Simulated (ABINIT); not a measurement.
# A GW chain in ABINIT: MoS2 (P6_3/mmc), part 2 of 3

Aim: the G0W0 gap of MoS2 (P6_3/mmc) on PBE with spin-orbit coupling, step by step.

ABINIT 10.8.3; PBE and many-body steps on it, plane waves. Known limits of the many-body steps: not at the basis limit; screening head approximate; coarse k mesh.

So far. Step 2 (Ground state): The gap is indirect, with the least direct gap 0.74 eV higher.

The database entry behind the starting cell differs from later determinations by our own check (about 0.3 % long), so it need not match the best structure at ambient conditions.

**3. Bands along the symmetry lines**

Level of this step: DFT, PBE with spin-orbit coupling, plane waves, norm-conserving pseudopotentials (ABINIT).

Levels along a band path, at the cheap level, show where the edges lie and whether the meshes to come will hold them.

The input, run.abi:

```
acell 3*1.0 Angstrom
rprim 
  3.169000000004 -0.000000000001 0.000000000000
  -1.584500000001 2.744434504597 0.000000000000
  0.000000000000 0.000000000000 12.324000000000
ntypat 2
znucl 42 16
natom 6
typat 1 1 2 2 2 2
xred 
  0.333333333333 0.666666666667 0.250000000000
  0.666666666667 0.333333333333 0.750000000000
  0.333333333333 0.666666666667 0.623000000000
  0.666666666667 0.333333333333 0.123000000000
  0.333333333333 0.666666666667 0.877000000000
  0.666666666667 0.333333333333 0.377000000000
pp_dirpath "pseudos"
pseudos "Mo.upf, S.upf"
ecut 36
nspinor 2
iscf -2
irdden 1
kptopt 0
nkpt 39
kpt 
  0.00000000 0.00000000 0.00000000
  0.12500000 0.00000000 0.00000000
  0.25000000 0.00000000 0.00000000
  0.37500000 0.00000000 0.00000000
  0.50000000 0.00000000 0.00000000
  0.45833333 0.08333333 0.00000000
  0.41666666 0.16666666 0.00000000
  0.37500000 0.25000000 0.00000000
  0.33333333 0.33333333 0.00000000
  0.25000000 0.25000000 0.00000000
  0.16666666 0.16666666 0.00000000
  0.08333333 0.08333333 0.00000000
  0.00000000 0.00000000 0.00000000
  0.00000000 0.00000000 0.12500000
  0.00000000 0.00000000 0.25000000
  0.00000000 0.00000000 0.37500000
  0.00000000 0.00000000 0.50000000
  0.12500000 0.00000000 0.50000000
  0.25000000 0.00000000 0.50000000
  0.37500000 0.00000000 0.50000000
  0.50000000 0.00000000 0.50000000
  0.45833333 0.08333333 0.50000000
  0.41666666 0.16666666 0.50000000
  0.37500000 0.25000000 0.50000000
  0.33333333 0.33333333 0.50000000
  0.25000000 0.25000000 0.50000000
  0.16666666 0.16666666 0.50000000
  0.08333333 0.08333333 0.50000000
  0.00000000 0.00000000 0.50000000
  0.50000000 0.00000000 0.50000000
  0.50000000 0.00000000 0.37500000
  0.50000000 0.00000000 0.25000000
  0.50000000 0.00000000 0.12500000
  0.50000000 0.00000000 0.00000000
  0.33333333 0.33333333 0.50000000
  0.33333333 0.33333333 0.37500000
  0.33333333 0.33333333 0.25000000
  0.33333333 0.33333333 0.12500000
  0.33333333 0.33333333 0.00000000
istwfk *1
nband 68
nbdbuf 6
tolwfr 1e-08
nstep 40
prtwf 0
prtvol 0
indata_prefix "in"
outdata_prefix "out"
tmpdata_prefix "tmp"
```

Started as:

```bash
$ OMP_NUM_THREADS=1 mpirun -n 4 abinit run.abi > log
```

Numbers of over 12 decimals in the logs are rounded to 6 here.

The log of the run:

```text
.Version 10.8.3 of ABINIT. v10.8.2 released Aug 2026.

 Symmetries : space group P6_3/m m c (#194); Bravais hP (primitive hexag.)
[... echo of the input left out ...]
== DATASET  1 ==================================================================
-   mpi_nproc: 4, omp_nthreads: 1 (-1 if OMP is not activated)

--- !DatasetInfo
iteration_state: {dtset: 1, }
dimensions: {natom: 6, nkpt: 39, mband: 68, nsppol: 1, nspinor: 2, nspden: 1, mpw: 7496, }
cutoff_energies: {ecut:  36.0, pawecutdg:  -1.0, }
electrons: {nelect:   5.20000000E+01, charge:   0.00000000E+00, occopt:   1.00000000E+00, tsmear:   1.00000000E-02, }

 Real(R)+Recip(G) space primitive vectors, cartesian coordinates (Bohr,Bohr^-1):
 R(1)=  5.9885421  0.0000000  0.0000000  G(1)=  0.1669856  0.0964092  0.0000000
 R(2)= -2.9942710  5.1862296  0.0000000  G(2)=  0.0000000  0.1928183  0.0000000
 R(3)=  0.0000000  0.0000000 23.2889848  G(3)=  0.0000000  0.0000000  0.0429388
 Unit cell volume ucvol=  7.2330822E+02 bohr^3
 Angles (23,13,12)=  9.00000000E+01  9.00000000E+01  1.20000000E+02 degrees

 getcut: wavevector=  0.0000  0.0000  0.0000  ngfft=  36  36 128
         ecut(hartree)=     36.000   => boxcut(ratio)=   2.03490

--- Pseudopotential description ------------------------------------------------
- Mo Generated using ONCVPSP code by D. R. Hamann
- 42.00000  14.00000  171115                  znucl, zion, pspdat
12 -101130 2 -1 1640                          pspcod,pspxc,lmax,lloc,mmax
     nproj     2     3     3     0
     spin-orbit psp
        nprojso     4     3     0
  pspatm : epsatm=   15.96843678
         --- l  ekb(1:nproj) -->
             0    1.348928   13.831236
             1    8.003512    1.134258    0.001091
             2    2.783951    0.972883    0.000593
  spin-orbit 1    0.257035   -0.239939    0.020648   -0.000319
  spin-orbit 2    0.129060    0.015016   -0.010908
 pspatm: atomic psp has been read  and splines computed

- S Generated using ONCVPSP code by D. R. Hamann
- 16.00000   6.00000  180416                  znucl, zion, pspdat
12 -101130 2 -1 1146                          pspcod,pspxc,lmax,lloc,mmax
     nproj     2     3     2     0
     spin-orbit psp
        nprojso     3     3     0
  pspatm : epsatm=    9.02154350
         --- l  ekb(1:nproj) -->
             0    0.574336    6.763597
             1    3.228904    0.888476    0.000329
             2   -3.547470   -0.986489
  spin-orbit 1    0.096764   -0.027776    0.009511
  spin-orbit 2    0.001615    0.000361   -0.000189
 pspatm: atomic psp has been read  and splines computed

--------------------------------------------------------------------------------

================================================================================
 prteigrs : about to open file out_EIG
 Non-SCF case, kpt    1 (  0.00000  0.00000  0.00000), residuals and eigenvalues=
[...]
4.2939E-01  4.2939E-01
[...]
Non-SCF case, kpt   38 (  0.33333  0.33333  0.12500), residuals and eigenvalues=
[...]
4.6658E-01  4.6659E-01
 Non-SCF case, kpt   39 (  0.33333  0.33333  0.00000), residuals and eigenvalues=
[...]
3.4867E-01  3.4867E-01  3.7796E-01  3.7796E-01  4.1116E-01  4.1116E-01
  4.1619E-01  4.1619E-01  4.1712E-01  4.1712E-01  4.6382E-01  4.6382E-01
  4.6688E-01  4.6689E-01

--- !ResultsGS
iteration_state: {dtset: 1, }
comment   : Summary of ground state results
lattice_vectors:
- [  5.9885421,  -0.0000000,   0.0000000, ]
- [ -2.9942710,   5.1862296,   0.0000000, ]
- [  0.0000000,   0.0000000,  23.2889848, ]
lattice_lengths: [   5.98854,    5.98854,   23.28898, ]
lattice_angles: [ 90.000,  90.000, 120.000, ] # degrees, (23, 13, 12)
lattice_volume:   7.2330822E+02
convergence: {deltae:  0.000E+00, res2:  0.000E+00, residm:  9.998E-09, diffor:  0.000E+00, }
etotal    :  -1.84884908E+02
entropy   :   0.00000000E+00
fermie    :   3.10209693E-01
cartesian_stress_tensor: null
pressure_GPa: null
xred      :
- [  3.3333E-01,   6.6667E-01,   2.5000E-01, Mo]
- [  6.6667E-01,   3.3333E-01,   7.5000E-01, Mo]
- [  3.3333E-01,   6.6667E-01,   6.2300E-01,  S]
- [  6.6667E-01,   3.3333E-01,   1.2300E-01,  S]
- [  3.3333E-01,   6.6667E-01,   8.7700E-01,  S]
- [  6.6667E-01,   3.3333E-01,   3.7700E-01,  S]
cartesian_forces: null
force_length_stats: {min: null, max: null, mean: null, }

 Integrated electronic density in atomic spheres:
 ------------------------------------------------
 Atom  Sphere_radius  Integrated_density
[...]
================================================================================

 ----iterations are completed or convergence reached----

 Mean square residual over all n,k,spin=   55.407E-10; max=  99.978E-10
 reduced coordinates (array xred) for    6 atoms
[...]
0.333333333333      0.666666666667      0.877000000000
       0.666666666667      0.333333333333      0.377000000000

 cartesian coordinates (angstrom) at end:
[...]
length scales=  1.889726125908  1.889726125908  1.889726125908 bohr
              =  1.000000000000  1.000000000000  1.000000000000 angstroms
 prteigrs : about to open file out_EIG
 Eigenvalues (hartree) for nkpt=  39  k points:
 kpt#   1, nband= 68, wtk=  1.00000, kpt=  0.0000  0.0000  0.0000 (reduced coord)
[...]
kpt#   2, nband= 68, wtk=  1.00000, kpt=  0.1250  0.0000  0.0000 (reduced coord)
[...]
kpt#   3, nband= 68, wtk=  1.00000, kpt=  0.2500  0.0000  0.0000 (reduced coord)
[...]
kpt#  38, nband= 68, wtk=  1.00000, kpt=  0.3333  0.3333  0.1250 (reduced coord)
[...]
0.46353    0.46354    0.46658    0.46659
 kpt#  39, nband= 68, wtk=  1.00000, kpt=  0.3333  0.3333  0.0000 (reduced coord)
[...]
0.28098    0.28098    0.28901    0.28901    0.34861    0.34861    0.34867    0.34867
   0.37796    0.37796    0.41116    0.41116    0.41619    0.41619    0.41712    0.41712
   0.46382    0.46382    0.46688    0.46689

== END DATASET(S) ==============================================================
================================================================================

 -outvars: echo values of variables after computation  --------
            nband          68
             nkpt          39
          spgroup         194
 [... the other variables as echoed above ...]

 Calculation completed.
```

Elapsed: 6.4 min, on 4 MPI ranks of Arm Neoverse V1, shared host; peak memory 0.95 GiB.

Numbers from this step:

```yaml
gap: 0.8830 eV
k_of_the_valence_top: 0, 0, 0
k_of_the_conduction_bottom: 0.1667, 0.1667, 0
least_direct_gap: 1.622 eV
```

The gap is 0.883 eV, as in the run before at this level.

The electronic bands at the labelled points (eV, zero at the top of the highest filled band):

```csv
point,band 49,band 50,band 51,band 52,band 53,band 54,band 55,band 56
Γ,-1.14,-1.14,0.00,0.00,2.05,2.05,2.08,2.08
halfway,-1.49,-1.49,-1.36,-1.36,1.21,1.21,1.59,1.59
M,-1.39,-1.39,-1.27,-1.27,1.59,1.59,1.64,1.64
halfway,-1.11,-1.11,-0.89,-0.89,1.44,1.44,1.56,1.56
K,-0.80,-0.80,-0.58,-0.58,1.04,1.04,1.05,1.05
halfway,-1.50,-1.50,-1.43,-1.43,0.88,0.88,1.62,1.62
Γ,-1.14,-1.14,0.00,0.00,2.05,2.05,2.08,2.08
halfway,-0.63,-0.63,-0.06,-0.06,2.05,2.05,2.07,2.07
A,-0.27,-0.27,-0.27,-0.27,2.06,2.06,2.06,2.06
halfway,-1.38,-1.38,-1.38,-1.38,1.54,1.54,1.54,1.54
L,-1.33,-1.33,-1.33,-1.33,1.61,1.61,1.61,1.61
halfway,-1.05,-1.05,-0.93,-0.93,1.48,1.48,1.53,1.53
H,-0.77,-0.77,-0.62,-0.62,1.05,1.05,1.05,1.05
halfway,-1.50,-1.50,-1.43,-1.43,1.18,1.18,1.25,1.25
A,-0.27,-0.27,-0.27,-0.27,2.06,2.06,2.06,2.06
jump to L,-1.33,-1.33,-1.33,-1.33,1.61,1.61,1.61,1.61
halfway,-1.37,-1.37,-1.29,-1.29,1.60,1.60,1.63,1.63
M,-1.39,-1.39,-1.27,-1.27,1.59,1.59,1.64,1.64
jump to H,-0.77,-0.77,-0.62,-0.62,1.05,1.05,1.05,1.05
halfway,-0.78,-0.78,-0.60,-0.60,1.05,1.05,1.05,1.05
K,-0.80,-0.80,-0.58,-0.58,1.04,1.04,1.05,1.05
```

**4. Empty states on the mesh, 3×3×1 mesh, 268 bands**

The sums over transitions need many empty states on a uniform mesh; this step solves for them.

The input, run.abi:

```
acell 3*1.0 Angstrom
rprim 
  3.169000000004 -0.000000000001 0.000000000000
  -1.584500000001 2.744434504597 0.000000000000
  0.000000000000 0.000000000000 12.324000000000
ntypat 2
znucl 42 16
natom 6
typat 1 1 2 2 2 2
xred 
  0.333333333333 0.666666666667 0.250000000000
  0.666666666667 0.333333333333 0.750000000000
  0.333333333333 0.666666666667 0.623000000000
  0.666666666667 0.333333333333 0.123000000000
  0.333333333333 0.666666666667 0.877000000000
  0.666666666667 0.333333333333 0.377000000000
pp_dirpath "pseudos"
pseudos "Mo.upf, S.upf"
ecut 36
nspinor 2
ngkpt 3 3 1
nshiftk 1
shiftk 0 0 0
kptopt 1
chksymbreak 0
iscf -2
irdden 1
istwfk *1
nband 268
nbdbuf 24
tolwfr 1e-09
nstep 60
prtvol 0
indata_prefix "in"
outdata_prefix "out"
tmpdata_prefix "tmp"
```

Started as:

```bash
$ OMP_NUM_THREADS=1 mpirun -n 3 abinit run.abi > log
```

The log of the run:

```text
.Version 10.8.3 of ABINIT. v10.8.2 released Aug 2026.

 Symmetries : space group P6_3/m m c (#194); Bravais hP (primitive hexag.)
[... echo of the input left out ...]
== DATASET  1 ==================================================================
-   mpi_nproc: 3, omp_nthreads: 1 (-1 if OMP is not activated)

--- !DatasetInfo
iteration_state: {dtset: 1, }
dimensions: {natom: 6, nkpt: 3, mband: 268, nsppol: 1, nspinor: 2, nspden: 1, mpw: 7476, }
cutoff_energies: {ecut:  36.0, pawecutdg:  -1.0, }
electrons: {nelect:   5.20000000E+01, charge:   0.00000000E+00, occopt:   1.00000000E+00, tsmear:   1.00000000E-02, }

 Real(R)+Recip(G) space primitive vectors, cartesian coordinates (Bohr,Bohr^-1):
 R(1)=  5.9885421  0.0000000  0.0000000  G(1)=  0.1669856  0.0964092  0.0000000
 R(2)= -2.9942710  5.1862296  0.0000000  G(2)=  0.0000000  0.1928183  0.0000000
 R(3)=  0.0000000  0.0000000 23.2889848  G(3)=  0.0000000  0.0000000  0.0429388
 Unit cell volume ucvol=  7.2330822E+02 bohr^3
 Angles (23,13,12)=  9.00000000E+01  9.00000000E+01  1.20000000E+02 degrees

 getcut: wavevector=  0.0000  0.0000  0.0000  ngfft=  36  36 128
         ecut(hartree)=     36.000   => boxcut(ratio)=   2.03490

--- Pseudopotential description ------------------------------------------------
- Mo Generated using ONCVPSP code by D. R. Hamann
- 42.00000  14.00000  171115                  znucl, zion, pspdat
12 -101130 2 -1 1640                          pspcod,pspxc,lmax,lloc,mmax
     nproj     2     3     3     0
     spin-orbit psp
        nprojso     4     3     0
  pspatm : epsatm=   15.96843678
         --- l  ekb(1:nproj) -->
             0    1.348928   13.831236
             1    8.003512    1.134258    0.001091
             2    2.783951    0.972883    0.000593
  spin-orbit 1    0.257035   -0.239939    0.020648   -0.000319
  spin-orbit 2    0.129060    0.015016   -0.010908
 pspatm: atomic psp has been read  and splines computed

- S Generated using ONCVPSP code by D. R. Hamann
- 16.00000   6.00000  180416                  znucl, zion, pspdat
12 -101130 2 -1 1146                          pspcod,pspxc,lmax,lloc,mmax
     nproj     2     3     2     0
     spin-orbit psp
        nprojso     3     3     0
  pspatm : epsatm=    9.02154350
         --- l  ekb(1:nproj) -->
             0    0.574336    6.763597
             1    3.228904    0.888476    0.000329
             2   -3.547470   -0.986489
  spin-orbit 1    0.096764   -0.027776    0.009511
  spin-orbit 2    0.001615    0.000361   -0.000189
 pspatm: atomic psp has been read  and splines computed

--------------------------------------------------------------------------------

================================================================================
 prteigrs : about to open file out_EIG
 Non-SCF case, kpt    1 (  0.00000  0.00000  0.00000), residuals and eigenvalues=
  1.34E-10  3.24E-10  2.01E-10  2.55E-10  1.12E-10  4.34E-10  3.91E-10  7.61E-10
  2.30E-10  8.94E-10  2.22E-10  3.30E-10  2.60E-10  9.74E-10  2.17E-10  4.29E-10
  1.92E-10  5.07E-10  2.10E-10  6.15E-10  7.30E-10  7.92E-10  6.98E-10  8.98E-10
[...]
-1.9498E+00 -1.9498E+00 -1.9498E+00 -1.9498E+00 -1.0578E+00 -1.0578E+00
 -1.0578E+00 -1.0578E+00 -9.6872E-01 -9.6872E-01 -9.6872E-01 -9.6872E-01
 -9.6276E-01 -9.6276E-01 -9.6276E-01 -9.6276E-01 -2.3947E-01 -2.3947E-01
[...]
1.9877E+00  1.9877E+00  1.9895E+00  1.9895E+00  2.0074E+00  2.0074E+00
  2.0090E+00  2.0090E+00  2.0272E+00  2.0272E+00  2.0381E+00  2.0381E+00
[...]
prteigrs : prtvol=0 or 1, do not print more k-points.

--- !ResultsGS
iteration_state: {dtset: 1, }
comment   : Summary of ground state results
lattice_vectors:
- [  5.9885421,  -0.0000000,   0.0000000, ]
- [ -2.9942710,   5.1862296,   0.0000000, ]
- [  0.0000000,   0.0000000,  23.2889848, ]
lattice_lengths: [   5.98854,    5.98854,   23.28898, ]
lattice_angles: [ 90.000,  90.000, 120.000, ] # degrees, (23, 13, 12)
lattice_volume:   7.2330822E+02
convergence: {deltae:  0.000E+00, res2:  0.000E+00, residm:  9.990E-10, diffor:  0.000E+00, }
etotal    :  -1.84884908E+02
entropy   :   0.00000000E+00
fermie    :   3.10209693E-01
cartesian_stress_tensor: null
pressure_GPa: null
xred      :
- [  3.3333E-01,   6.6667E-01,   2.5000E-01, Mo]
- [  6.6667E-01,   3.3333E-01,   7.5000E-01, Mo]
- [  3.3333E-01,   6.6667E-01,   6.2300E-01,  S]
- [  6.6667E-01,   3.3333E-01,   1.2300E-01,  S]
- [  3.3333E-01,   6.6667E-01,   8.7700E-01,  S]
- [  6.6667E-01,   3.3333E-01,   3.7700E-01,  S]
cartesian_forces: null
force_length_stats: {min: null, max: null, mean: null, }

 Integrated electronic density in atomic spheres:
 ------------------------------------------------
 Atom  Sphere_radius  Integrated_density
[...]
================================================================================

 ----iterations are completed or convergence reached----

 Mean square residual over all n,k,spin=   47.297E-11; max=  99.900E-11
 reduced coordinates (array xred) for    6 atoms
[...]
0.333333333333      0.666666666667      0.877000000000
       0.666666666667      0.333333333333      0.377000000000

 cartesian coordinates (angstrom) at end:
[...]
6      1.584500     0.914812     4.646148
 length scales=  1.889726125908  1.889726125908  1.889726125908 bohr
              =  1.000000000000  1.000000000000  1.000000000000 angstroms
 prteigrs : about to open file out_EIG
 Eigenvalues (hartree) for nkpt=   3  k points:
 kpt#   1, nband=268, wtk=  0.11111, kpt=  0.0000  0.0000  0.0000 (reduced coord)
[...]
1.98296    1.98296    1.98635    1.98635    1.98765    1.98765    1.98946    1.98946
   2.00736    2.00736    2.00898    2.00898    2.02718    2.02718    2.03805    2.03806
   2.07766    2.07864    2.08329    2.08425
 prteigrs : prtvol=0 or 1, do not print more k-points.

== END DATASET(S) ==============================================================
================================================================================

 -outvars: echo values of variables after computation  --------
            nband         268
             nkpt           3
          spgroup         194
 [... the other variables as echoed above ...]

 Calculation completed.
```

Run time: 4.6 min. Hardware: 3 MPI ranks; peak memory 0.49 GiB.

This step gave:

| Item | Value |
| --- | --- |
| gap | 1.045 eV |
| k of the valence top | 0, 0, 0 |
| k of the conduction bottom | 0.3333, 0.3333, 0 |
| least direct gap | 1.622 eV |
| k points computed | 3 |
| lowest point of the top converged band, above the valence top | 42.26 eV |

On this mesh the gap is 1.045 eV. The earlier step found 0.883 eV, so this mesh misses an edge.

**5. Screening, 3×3×1 mesh, 244 bands, screening to 119.7 eV**

The RPA dielectric matrix is built and inverted for each q.

This step: RPA screening on PBE with spin-orbit coupling, plane waves, norm-conserving pseudopotentials.

Edit run.abi of step 4 so:

```diff
@@ -25,10 +25,11 @@
 chksymbreak 0
-iscf -2
-irdden 1
 istwfk *1
-nband 268
-nbdbuf 24
-tolwfr 1e-09
-nstep 60
-prtvol 0
+occopt 1
+irdwfk 1
+optdriver 3
+nband 244
+ecuteps 4.4
+inclvkb 0
+awtr 1
+symchi 1
 indata_prefix "in"
```

Started as:

```bash
$ OMP_NUM_THREADS=1 mpirun -n 4 abinit run.abi > log
```

The log of the run:

```text
.Version 10.8.3 of ABINIT. v10.8.2 released Aug 2026.

 Symmetries : space group P6_3/m m c (#194); Bravais hP (primitive hexag.)
[... echo of the input left out ...]
== DATASET  1 ==================================================================
-   mpi_nproc: 4, omp_nthreads: 1 (-1 if OMP is not activated)

--- !DatasetInfo
iteration_state: {dtset: 1, }
dimensions: {natom: 6, nkpt: 3, mband: 244, nsppol: 1, nspinor: 2, nspden: 1, mpw: 7476, }
cutoff_energies: {ecut:  36.0, pawecutdg:  -1.0, }
electrons: {nelect:   5.20000000E+01, charge:   0.00000000E+00, occopt:   1.00000000E+00, tsmear:   1.00000000E-02, }

 SCREENING: Calculation of the susceptibility and dielectric matrices

 Based on a program developped by R.W. Godby, V. Olevano, G. Onida, and L. Reining.
 Incorporated in ABINIT by V. Olevano, G.-M. Rignanese, and M. Torrent.
.Using double precision arithmetic ; gwpc =  8

[... cell and pseudopotentials left out ...]
--------------------------------------------------------------------------------

 ==== K-mesh for the wavefunctions ====
 Number of points in the irreducible wedge :     3
[... list of points left out ...]
 Together with 24 symmetry operations and time-reversal symmetry
 yields     9 points in the full Brillouin Zone.

 ==== Q-mesh for the screening function ====
 Number of points in the irreducible wedge :     3
[... list of points left out ...]
 Together with 24 symmetry operations and time-reversal symmetry
 yields     9 points in the full Brillouin Zone.

 setmesh: FFT mesh size selected  =    20x   20x   90
          total number of points  =        36000

 vcoul_init : cutoff-mode = AUXILIARY_FUNCTION
 q-points for optical limit:   1
     1)      0.000010    0.000020    0.000030

- screening: taking advantage of time-reversal symmetry
- Maximum band index for partially occupied states nbvw = 52
- Remaining bands to be divided among processors   nbcw = 192
- Number of bands treated by each node ~48

 Number of electrons calculated from density =   52.0000; Expected =   52.0000
 average of density, n =  0.071892
 r_s =    1.4919
 omega_plasma =   25.8640 [eV]

 calculating chi0 at frequencies [eV] :
  1    0.000000E+00    0.000000E+00
  2    0.000000E+00    2.586399E+01

--------------------------------------------------------------------------------
  q-point number  1        q = ( 0.000000, 0.000000, 0.000000) [r.l.u.]
--------------------------------------------------------------------------------
[... chi0 elements left out ...]
 For q-point:  0.000010 0.000020 0.000030
  dielectric constant =  19.2520
  dielectric constant without local fields =  21.8557

  Average fulfillment of the sum rule on Im[epsilon] for q-point    1 :     72.30  [%]
[... wings left out ...]
  q-point number  2        q = ( 0.333333, 0.000000, 0.000000) [r.l.u.]
--------------------------------------------------------------------------------
[... chi0 elements left out ...]
  Average fulfillment of the sum rule on Im[epsilon] for q-point    2 :     68.25  [%]

 [... 1 further q-points ...]
```

Wall time 71 s (4 MPI ranks); peak memory 1.9 GiB.

This step gave:

| Property | Result |
| --- | --- |
| ε∞ with local fields, on this mesh, along the program's q direction | 19.25 |
| the same without local fields | 21.86 |
| plasma frequency | 25.86 eV |
| plane waves in the screening matrix | 315 |

Local fields lower ε∞ by 12 %. On a Γ-centred mesh this coarse the value itself is usually too large, while a short band sum pulls it down.

(Continued in part 3 of 3.)

[Paths, hosts, dates, memory and timing lines, banners, echoed tables and standing remarks are left out of the program output.]

[Logs are printed without paths, hosts, clocks, repeated set-up lines and the standing remarks that a program may print on its own settings, such as how far it seeks lower states.]

[Runs of the session that timed out or met a known fault of the program may be left out.]

[Hosts, paths, dates, database ids (printed as entryN), source tags and the programs' standing remarks are cut or masked in the printed files.]

[G0W0 gaps are taken among the corrected bands and points alone; a level outside them can change the order at an edge.]

[Where Ansatz stands beside ABINIT at settings called matched, ABINIT's density can come from a denser mesh and the files from another edition; pairs whose starting gaps differed by over 0.03 eV were left out, so agreement reads better than it is.]
